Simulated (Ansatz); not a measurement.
# Y on Rh(111): change of the work function, part 2 of 3

Aim: the work function of Rh(111) at several coverages of Y (fcc site), and the dipole that each adsorbate carries.

Ansatz 0.2.0; plane-wave DFT, PBE, Ansatz PAW.

So far, work function, upper face (eV): step 2 (the clean slab) 5.17.

**3. The covered slab, k-mesh 4×4×1, coverage 0.111 ML**

System of this step: YRh36 (Y/Rh(111)). The cell holds 37 atoms: 36 Rh and 1 Y. Cell: a = 8.061 Å, b = 8.061 Å, c = 27.621 Å, α = 90.0°, β = 90.0°, γ = 60.0°. Vacuum lies along c.

The clean slab as it ended is repeated in the plane and the adsorbate is set on one face; the cell's size fixes the coverage, and the k-mesh shrinks with it to keep the sampling density about even. Adsorbate and upper layers relax, since the dipole depends on the height.

input.yaml reads:

```yaml
crystal:
  lattice:
    - [8.0610173054, -1.0e-10, 0.0]
    - [4.0305086528, 6.9810457668, 0.0]
    - [0.0, 0.0, 27.6212680179]
  atoms:
    - { symbol: Rh, position: [0.0, 0.0, 0.3258358738] }
    - { symbol: Rh, position: [0.1111111111, 0.1111111111, 0.4052649218] }
    - { symbol: Rh, position: [0.2222222222, 0.2222222222, 0.4845573361] }
    - { symbol: Rh, position: [0.0, 0.0, 0.5638340159] }
    - { symbol: Rh, position: [0.0, 0.3333333333, 0.3258358738] }
    - { symbol: Rh, position: [0.1111111111, 0.4444444444, 0.4052649218] }
    - { symbol: Rh, position: [0.2222222222, 0.5555555556, 0.4845573361] }
    - { symbol: Rh, position: [0.0, 0.3333333333, 0.5638340159] }
    - { symbol: Rh, position: [0.0, 0.6666666667, 0.3258358738] }
    - { symbol: Rh, position: [0.1111111111, 0.7777777778, 0.4052649218] }
    - { symbol: Rh, position: [0.2222222222, 0.8888888889, 0.4845573361] }
    - { symbol: Rh, position: [0.0, 0.6666666667, 0.5638340159] }
    - { symbol: Rh, position: [0.3333333333, 0.0, 0.3258358738] }
    - { symbol: Rh, position: [0.4444444444, 0.1111111111, 0.4052649218] }
    - { symbol: Rh, position: [0.5555555556, 0.2222222222, 0.4845573361] }
    - { symbol: Rh, position: [0.3333333333, 0.0, 0.5638340159] }
    - { symbol: Rh, position: [0.3333333333, 0.3333333333, 0.3258358738] }
    - { symbol: Rh, position: [0.4444444444, 0.4444444444, 0.4052649218] }
    - { symbol: Rh, position: [0.5555555556, 0.5555555556, 0.4845573361] }
    - { symbol: Rh, position: [0.3333333333, 0.3333333333, 0.5638340159] }
    - { symbol: Rh, position: [0.3333333333, 0.6666666667, 0.3258358738] }
    - { symbol: Rh, position: [0.4444444444, 0.7777777778, 0.4052649218] }
    - { symbol: Rh, position: [0.5555555556, 0.8888888889, 0.4845573361] }
    - { symbol: Rh, position: [0.3333333333, 0.6666666667, 0.5638340159] }
    - { symbol: Rh, position: [0.6666666667, 0.0, 0.3258358738] }
    - { symbol: Rh, position: [0.7777777778, 0.1111111111, 0.4052649218] }
    - { symbol: Rh, position: [0.8888888889, 0.2222222222, 0.4845573361] }
    - { symbol: Rh, position: [0.6666666667, 0.0, 0.5638340159] }
    - { symbol: Rh, position: [0.6666666667, 0.3333333333, 0.3258358738] }
    - { symbol: Rh, position: [0.7777777778, 0.4444444444, 0.4052649218] }
    - { symbol: Rh, position: [0.8888888889, 0.5555555556, 0.4845573361] }
    - { symbol: Rh, position: [0.6666666667, 0.3333333333, 0.5638340159] }
    - { symbol: Rh, position: [0.6666666667, 0.6666666667, 0.3258358738] }
    - { symbol: Rh, position: [0.7777777778, 0.7777777778, 0.4052649218] }
    - { symbol: Rh, position: [0.8888888889, 0.8888888889, 0.4845573361] }
    - { symbol: Rh, position: [0.6666666667, 0.6666666667, 0.5638340159] }
    - { symbol: "Y", position: [0.1111111111, 0.1111111111, 0.6741641262] }
kpoints:
  mp_grid: { grid: [4, 4, 1] }
hamiltonian:
  xc: pbe
scf:
  occupations: { method: fermi_dirac, width: 0.1 }
  convergence: { dr2_threshold: 1.0e-08 }
efield:
  axis: 3
  dipole_correction: true
  ramp_position: 0.97
  ramp_width: 0.06
relax:
  f_tol: 0.02
  max_steps: 60
  constraints:
    - { sites: [0, 1, 4, 5, 8, 9, 12, 13, 16, 17, 20, 21, 24, 25, 28, 29, 32, 33] }
output:
  write_potential: true
  write_density: true
  volumetric_format: npy
```

Run with:

```bash
$ ansatz run input.yaml --threads 4 --pin off --max-ram 16384MiB --backend cpu --events-out ev --progress --plain --runs-dir out
```

The program printed:

```text
[...]
Crystal: 37 atoms, lattice volume = 1554.368 Å³
Basis set: ecut = 420 eV, 30351 PW (Γ), exchange–correlation on 108×108×384 points (8 copies of the dense FFT grid, shifted against one another)
Bands: 374, of which v1, the nominal top of the filled ones, is band 312 counted from 1 (311 counted from 0)
Symmetry: 6 space group operations
[...]
k-points: 4 of 16 (time reversal used)
[...]
SCF iter   1: F=—  HF=-234338.256540 eV  |F-HF|=—  |Δ(HF+E_count)|=         —  Δρ=4.33e-3  dr2=2.02e0  ethr=1.77e-3  p=0.664 e·Å  D=7.73e-2 V/Å  ΔV_dip=-2.13 eV  dr2_dipole=6.50e-1  V_vac-E_F(+/−)=2.87/5.00 eV  ⟨swp⟩=7.8  Hψ=6323  notcnv=0  defer=28
[...]
SCF iter  12: F=-234338.237619 eV  HF=-234338.237619 eV  |F-HF|=4.92e-9  |Δ(HF+E_count)|=   4.42e-8  Δρ=4.15e-7  dr2=8.83e-9  ethr=1.61e-12  p=0.655 e·Å  D=7.63e-2 V/Å  ΔV_dip=-2.11 eV  dr2_dipole=9.20e-10  V_vac-E_F(+/−)=3.06/5.16 eV  ⟨swp⟩=9.0  Hψ=9970  notcnv=0
SCF 1 converged in 12 iterations: F = -234338.237619 eV  dr2 = 8.83e-9
[...]
relax step   1: F+E_penalty+E_count = -234338.23761934 eV  Δ(F+E_penalty+E_count) = +0.000e0 eV  max|allowed force component| = 3.186e0 eV/Å  Δτ_max = 0.0000 Å  (12 SCF iters, accepted)
[...]
SCF iter   1: F=—  HF=-234339.049513 eV  |F-HF|=—  |Δ(HF+E_count)|=         —  Δρ=3.47e-3  dr2=9.86e-1  ethr=1.34e-4  p=0.655 e·Å  D=7.63e-2 V/Å  ΔV_dip=-2.11 eV  dr2_dipole=1.93e-1  V_vac-E_F(+/−)=3.07/5.17 eV  ⟨swp⟩=1.0  Hψ=4248  notcnv=0  defer=59
[...]
eigensolver tolerance schedule calibrated: the retry pair's looser diagonalisation under-reported the residual by θ = 0.16 (0.11/decade); ethr = c·dr2/N_el runs at the constant in force after the calibration composes with the one it found (an armed cap, an earlier calibration), c = 7.6e-2
[...]
SCF iter   2: F=—  HF=-234339.013599 eV  |F-HF|=—  |Δ(HF+E_count)|=   3.59e-2  Δρ=1.45e-3  dr2=6.08e-2  ethr=1.21e-4  p=0.698 e·Å  D=8.13e-2 V/Å  ΔV_dip=-2.25 eV  dr2_dipole=7.27e-3  V_vac-E_F(+/−)=2.92/5.17 eV  ⟨swp⟩=2.2  Hψ=2293  notcnv=0  defer=59
[...]
SCF iter  12: F=-234339.014638 eV  HF=-234339.014638 eV  |F-HF|=1.23e-8  |Δ(HF+E_count)|=   4.09e-8  Δρ=2.20e-7  dr2=1.61e-9  ethr=1.22e-12  p=0.715 e·Å  D=8.33e-2 V/Å  ΔV_dip=-2.30 eV  dr2_dipole=5.29e-11  V_vac-E_F(+/−)=2.87/5.17 eV  ⟨swp⟩=9.2  Hψ=9798  notcnv=0
SCF 2 converged in 12 iterations: F = -234339.014638 eV  dr2 = 1.61e-9
[...]
relax step   2: F+E_penalty+E_count = -234339.01463805 eV  Δ(F+E_penalty+E_count) = -7.770e-1 eV  max|allowed force component| = 3.506e0 eV/Å  Δτ_max = 0.1950 Å  (12 SCF iters, accepted)
SCF iter   1: F=—  HF=-234339.879808 eV  |F-HF|=—  |Δ(HF+E_count)|=         —  Δρ=4.32e-3  dr2=1.53e0  ethr=1.65e-3  p=0.715 e·Å  D=8.33e-2 V/Å  ΔV_dip=-2.30 eV  dr2_dipole=3.32e-1  V_vac-E_F(+/−)=2.88/5.18 eV  ⟨swp⟩=4.0  Hψ=2765  notcnv=0  defer=56
[...]
SCF iter  12: F=-234339.824609 eV  HF=-234339.824609 eV  |F-HF|=4.57e-9  |Δ(HF+E_count)|=   1.33e-8  Δρ=1.74e-7  dr2=1.05e-9  ethr=1.61e-12  p=0.776 e·Å  D=9.03e-2 V/Å  ΔV_dip=-2.49 eV  dr2_dipole=2.71e-10  V_vac-E_F(+/−)=2.67/5.17 eV  ⟨swp⟩=8.8  Hψ=9204  notcnv=0
SCF 3 converged in 12 iterations: F = -234339.824609 eV  dr2 = 1.05e-9
relax step   3: F+E_penalty+E_count = -234339.82460911 eV  Δ(F+E_penalty+E_count) = -8.100e-1 eV  max|allowed force component| = 3.392e0 eV/Å  Δτ_max = 0.1944 Å  (12 SCF iters, accepted)
[...]
relax step   4: F+E_penalty+E_count = -234340.47981959 eV  Δ(F+E_penalty+E_count) = -6.552e-1 eV  max|allowed force component| = 2.480e0 eV/Å  Δτ_max = 0.1954 Å  (10 SCF iters, accepted)
[...]
relax step   5: F+E_penalty+E_count = -234340.82390995 eV  Δ(F+E_penalty+E_count) = -3.441e-1 eV  max|allowed force component| = 6.177e-1 eV/Å  Δτ_max = 0.1991 Å  (11 SCF iters, accepted)
[...]
relax step   6: F+E_penalty+E_count = -234340.84420408 eV  Δ(F+E_penalty+E_count) = -2.029e-2 eV  max|allowed force component| = 4.521e-1 eV/Å  Δτ_max = 0.2000 Å  (11 SCF iters, accepted)
[...]
relax step   7: F+E_penalty+E_count = -234340.90975403 eV  Δ(F+E_penalty+E_count) = -6.555e-2 eV  max|allowed force component| = 3.887e-2 eV/Å  Δτ_max = 0.0607 Å  (10 SCF iters, accepted)
SCF iter   1: F=—  HF=-234340.907499 eV  |F-HF|=—  |Δ(HF+E_count)|=         —  Δρ=5.10e-4  dr2=5.31e-3  ethr=6.92e-6  p=0.730 e·Å  D=8.50e-2 V/Å  ΔV_dip=-2.35 eV  dr2_dipole=1.23e-3  V_vac-E_F(+/−)=2.82/5.17 eV  ⟨swp⟩=2.2  Hψ=2617  notcnv=0  defer=56
[...]
SCF iter   8: F=-234340.910561 eV  HF=-234340.910561 eV  |F-HF|=2.63e-8  |Δ(HF+E_count)|=   3.11e-8  Δρ=3.27e-7  dr2=1.74e-9  ethr=1.61e-12  p=0.732 e·Å  D=8.52e-2 V/Å  ΔV_dip=-2.35 eV  dr2_dipole=1.37e-11  V_vac-E_F(+/−)=2.82/5.17 eV  ⟨swp⟩=9.5  Hψ=10424  notcnv=0
SCF 8 converged in 8 iterations: F = -234340.910561 eV  dr2 = 1.74e-9
relax step   8: F+E_penalty+E_count = -234340.91056065 eV  Δ(F+E_penalty+E_count) = -8.066e-4 eV  max|allowed force component| = 8.337e-3 eV/Å  Δτ_max = 0.0090 Å  (8 SCF iters, accepted)
NSCF: frozen V_eff on 4 k-points
[...]
SCF converged after 8 iterations
Free energy (F): -234340.910561 eV
[...]
Internal energy: -234338.983492 eV  (E = F + TS)
E sigma→0 (E₀):  -234339.947026 eV
Entropy (-TS):   -1.927069 eV (-52.083 meV/atom)
Fermi energy:    4.707535 eV
Dipole field:    D = 0.085171 V/Å  (p = 0.731615 e·Å, saw-weighted, corrected)
Work function:   Φ+ = 2.8193 eV   Φ− = 5.1718 eV
[...]
--- Forces (eV/Å), atoms counted from 1 ---
  atom   1  Rh     0.01078013     0.00622391     0.05396277
  atom   2  Rh     0.00000000     0.00000000     0.09545405
  atom   3  Rh     0.00392088     0.00226372     0.00008907
  atom   4  Rh    -0.00450780    -0.00260258    -0.00347356
  atom   5  Rh    -0.00000000    -0.01244782     0.05396277
  atom   6  Rh     0.03742078    -0.03674816    -0.03546612
  atom   7  Rh     0.00501444    -0.00289509     0.00240967
  atom   8  Rh     0.00000000     0.00520516    -0.00347356
  atom   9  Rh    -0.02858182     0.01650172     0.09888456
  atom  10  Rh     0.05053522    -0.01403327    -0.03546612
  atom  11  Rh    -0.00000000    -0.00452745     0.00008907
  atom  12  Rh     0.00721975    -0.00416833    -0.00391223
  atom  13  Rh    -0.01078013     0.00622391     0.05396277
  atom  14  Rh    -0.01311445     0.05078142    -0.03546612
  atom  15  Rh     0.00000000     0.00579018     0.00240967
  atom  16  Rh     0.00450780    -0.00260258    -0.00347356
  atom  17  Rh     0.00736012     0.00424937     0.01473534
  atom  18  Rh     0.00000000     0.00000000     0.03426916
  atom  19  Rh    -0.00501444    -0.00289509     0.00240967
  atom  20  Rh    -0.00248540    -0.00143495    -0.00749780
  atom  21  Rh    -0.00000000    -0.00849874     0.01473534
  atom  22  Rh    -0.05053522    -0.01403327    -0.03546612
  atom  23  Rh     0.00226369    -0.00130694     0.00238390
  atom  24  Rh     0.00000000     0.00286989    -0.00749780
  atom  25  Rh    -0.00000000    -0.03300344     0.09888456
  atom  26  Rh     0.01311445     0.05078142    -0.03546612
  atom  27  Rh    -0.00392088     0.00226372     0.00008907
  atom  28  Rh     0.00000000     0.00833665    -0.00391223
  atom  29  Rh    -0.00736012     0.00424937     0.01473534
  atom  30  Rh    -0.03742078    -0.03674816    -0.03546612
  atom  31  Rh     0.00000000     0.00261388     0.00238390
  atom  32  Rh     0.00248540    -0.00143495    -0.00749780
  atom  33  Rh     0.02858182     0.01650172     0.09888456
  atom  34  Rh     0.00000000    -0.00000000    -0.38872877
  atom  35  Rh    -0.00226369    -0.00130694     0.00238390
  atom  36  Rh    -0.00721975    -0.00416833    -0.00391223
  atom  37  Y     -0.00000000     0.00000000    -0.00091559
  max |Σ_I F_I| component: 2.73e-5 eV/Å
--- Band table (eV) ---
  k-point 0: bands = [... 308 lower, 4.6108, 4.6242, 4.6380, 4.6455, 4.6455, 4.6736, 4.6736, 4.6943, ... 58 higher]
  k-point 1: bands = [... 308 lower, 4.6161, 4.6583, 4.6860, 4.6932, 4.7746, 4.7900, 4.8027, 4.8028, ... 58 higher]
  k-point 2: bands = [... 308 lower, 4.6120, 4.6919, 4.7260, 4.7789, 4.7977, 4.8377, 4.8439, 4.8776, ... 58 higher]
  k-point 3: bands = [... 308 lower, 4.5928, 4.6884, 4.7325, 4.7899, 4.8266, 4.8516, 4.8874, 4.9168, ... 58 higher]
--- Relaxed structure (8 steps of the walk, 8 accepted, 0 SCFs on fresh bases) ---
  F+E_penalty+E_count = -234340.91056065 eV   max|allowed force component| = 8.337e-3 eV/Å
  atoms:
    - { symbol: Rh, position: [1.111111e-11, 1.111111e-11, 0.325836] }
    - { symbol: Rh, position: [0.111111, 0.111111, 0.4052649218] }
    - { symbol: Rh, position: [0.221844, 0.221844, 0.484826] }
    - { symbol: Rh, position: [-0.00299314, -0.00299314, 0.565829] }
    - { symbol: Rh, position: [1.111111e-11, 0.333333, 0.325836] }
    - { symbol: Rh, position: [0.111111, 0.444444, 0.4052649218] }
    - { symbol: Rh, position: [0.222244, 0.555544, 0.485174] }
    - { symbol: Rh, position: [-0.00299314, 0.339320, 0.565829] }
    - { symbol: Rh, position: [-2.222217e-11, 0.666667, 0.325836] }
    - { symbol: Rh, position: [0.111111, 0.777778, 0.4052649218] }
    - { symbol: Rh, position: [0.221844, 0.889645, 0.484826] }
    - { symbol: Rh, position: [-0.000149595, 0.666741, 0.564067] }
    - { symbol: Rh, position: [0.333333, 1.111111e-11, 0.325836] }
    - { symbol: Rh, position: [0.444444, 0.111111, 0.4052649218] }
    - { symbol: Rh, position: [0.555544, 0.222244, 0.485174] }
    - { symbol: Rh, position: [0.339320, -0.00299314, 0.565829] }
    - { symbol: Rh, position: [0.333333, 0.333333, 0.325836] }
    - { symbol: Rh, position: [0.444444, 0.444444, 0.4052649218] }
    - { symbol: Rh, position: [0.555544, 0.555544, 0.485174] }
    - { symbol: Rh, position: [0.333531, 0.333531, 0.565087] }
    - { symbol: Rh, position: [0.333333, 0.666667, 0.325836] }
    - { symbol: Rh, position: [0.444444, 0.777778, 0.4052649218] }
    - { symbol: Rh, position: [0.557239, 0.888047, 0.484069] }
    - { symbol: Rh, position: [0.333531, 0.666271, 0.565087] }
    - { symbol: Rh, position: [0.666667, -2.222220e-11, 0.325836] }
    - { symbol: Rh, position: [0.777778, 0.111111, 0.4052649218] }
    - { symbol: Rh, position: [0.889645, 0.221844, 0.484826] }
    - { symbol: Rh, position: [0.666741, -0.000149595, 0.564067] }
    - { symbol: Rh, position: [0.666667, 0.333333, 0.325836] }
    - { symbol: Rh, position: [0.777778, 0.444444, 0.4052649218] }
    - { symbol: Rh, position: [0.888047, 0.557239, 0.484069] }
    - { symbol: Rh, position: [0.666271, 0.333531, 0.565087] }
    - { symbol: Rh, position: [0.666667, 0.666667, 0.325836] }
    - { symbol: Rh, position: [0.777778, 0.777778, 0.4052649218] }
    - { symbol: Rh, position: [0.888047, 0.888047, 0.484069] }
    - { symbol: Rh, position: [0.666741, 0.666741, 0.564067] }
    - { symbol: Y, position: [0.111111, 0.111111, 0.640479] }
```

It took 19 min on 4 threads of Arm Neoverse V1, shared host; peak memory 9.6 GiB.

The steps of the relaxation:

| step | energy less that of the first step (eV) | largest force component (eV/Å) |
| --- | --- | --- |
| 1 | 0.0000 | 3.1859 |
| 2 | -0.7770 | 3.5062 |
| 3 | -1.5870 | 3.3922 |
| 4 | -2.2422 | 2.4796 |
| 5 | -2.5863 | 0.6177 |
| 6 | -2.6066 | 0.4521 |
| 7 | -2.6721 | 0.0389 |
| 8 | -2.6729 | 0.0083 |

Forces are held to the 6 operations that the program found; a distortion that breaks them can't arise in this run.

The atoms that moved most (Å):

| atom | dx | dy | dz | length |
| --- | --- | --- | --- | --- |
| Y37 | 0.000 | 0.000 | -0.930 | 0.930 |
| Rh4 | -0.036 | -0.021 | 0.055 | 0.069 |
| Rh16 | 0.036 | -0.021 | 0.055 | 0.069 |
| Rh8 | 0.000 | 0.042 | 0.055 | 0.069 |
| Rh24 | 0.000 | -0.003 | 0.035 | 0.035 |
| Rh20 | 0.002 | 0.001 | 0.035 | 0.035 |
| Rh32 | -0.002 | 0.001 | 0.035 | 0.035 |
| Rh35 | -0.010 | -0.006 | -0.013 | 0.018 |

The relaxed structure:

```
Rh Y
1.0
     8.06102    0.00000    0.00000
     4.03051    6.98105    0.00000
     0.00000    0.00000   27.62127
Rh Y
36 1
Cartesian
  0.0000 0.0000 9.0000
  1.3435 0.7757 11.1939
  2.6824 1.5487 13.3915
  -0.0362 -0.0209 15.6289
  1.3435 2.3270 9.0000
  2.6870 3.1027 11.1939
  4.0306 3.8783 13.4011
  1.3435 2.3688 15.6289
  2.6870 4.6540 9.0000
  4.0305 5.4297 11.1939
  5.3740 6.2107 13.3915
  2.6861 4.6546 15.5802
  2.6870 0.0000 9.0000
  4.0305 0.7757 11.1939
  5.3740 1.5515 13.4011
  2.7232 -0.0209 15.6289
  4.0305 2.3270 9.0000
  5.3740 3.1027 11.1939
  6.7174 3.8783 13.4011
  4.0329 2.3284 15.6084
  5.3740 4.6540 9.0000
  6.7175 5.4297 11.1939
  8.0712 6.1995 13.3706
  5.3740 4.6513 15.6084
  5.3740 0.0000 9.0000
  6.7175 0.7757 11.1939
  8.0656 1.5487 13.3915
  5.3740 -0.0010 15.5802
  6.7175 2.3270 9.0000
  8.0610 3.1027 11.1939
  9.4045 3.8901 13.3706
  6.7151 2.3284 15.6084
  8.0610 4.6540 9.0000
  9.4045 5.4297 11.1939
  10.7378 6.1995 13.3706
  8.0619 4.6546 15.5802
  1.3435 0.7757 17.6908
```

Read from the output:

- energy at zero smearing: -234339.9470 eV
- work function, upper face: 2.819 eV
- work function, lower face: 5.172 eV
- dipole along the normal: 0.7316 e·Å
- step between the vacuum levels: -2.353 eV

Running mean over 2.194 Å of the planar mean; the ramp of the sawtooth is left out. The electron's electrostatic potential energy less the Fermi level by z:

| z (Å) | electron's electrostatic potential energy less the Fermi level (eV) |
| --- | --- |
| 3.5 | 5.17 |
| 4.0 | 5.17 |
| 4.5 | 5.17 |
| 5.0 | 5.17 |
| 5.5 | 5.15 |
| 6.0 | 5.10 |
| 6.5 | 4.91 |
| 7.0 | 4.16 |
| 7.5 | 0.985 |
| 8.0 | -5.57 |
| 8.5 | -11.1 |
| 9.0 | -12.7 |
| 9.5 | -13.0 |
| 10.0 | -13.1 |
| 10.5 | -13.1 |
| 11.0 | -13.2 |
| 11.5 | -13.3 |
| 12.0 | -13.2 |
| 12.5 | -13.2 |
| 13.0 | -13.2 |
| 13.5 | -13.2 |
| 14.0 | -12.9 |
| 14.5 | -12.7 |
| 15.0 | -12.8 |
| 15.5 | -12.8 |
| 16.0 | -12.0 |
| 16.5 | -8.07 |
| 17.0 | -2.30 |
| 17.5 | 0.895 |
| 18.0 | 1.44 |
| 18.5 | 1.70 |
| 19.0 | 2.17 |
| 19.5 | 2.57 |
| 20.0 | 2.73 |
| 20.5 | 2.79 |
| 21.0 | 2.81 |
| 21.5 | 2.81 |
| 22.0 | 2.82 |
| 22.5 | 2.82 |
| 23.0 | 2.82 |
| 23.5 | 2.82 |
| 24.0 | 2.82 |

The relaxation took 8 steps and lowered the energy by 2.7 eV; the largest force on the free atoms ends at 0.0083 eV/Å.

The covered face has 2.82 eV, -2.35 eV against the clean one; the bare back face has moved by +0.00 eV, a measure of how thin the slab is.

(Continued in part 3 of 3.)

[Long decimals in the printed logs are rounded to 6 places.]

[Logs are printed without paths, hosts, clocks, repeated set-up lines and the standing remarks that a program may print on its own settings, such as how far it seeks lower states.]

[Hosts, paths, dates, database ids (printed as entryN), source tags and the programs' standing remarks are cut or masked in the printed files.]

[Maps of the electrostatic potential energy from Ansatz leave out the sawtooth potential of an applied field or a dipole correction, so their vacuum need not be flat; planar profiles and work functions include it.]
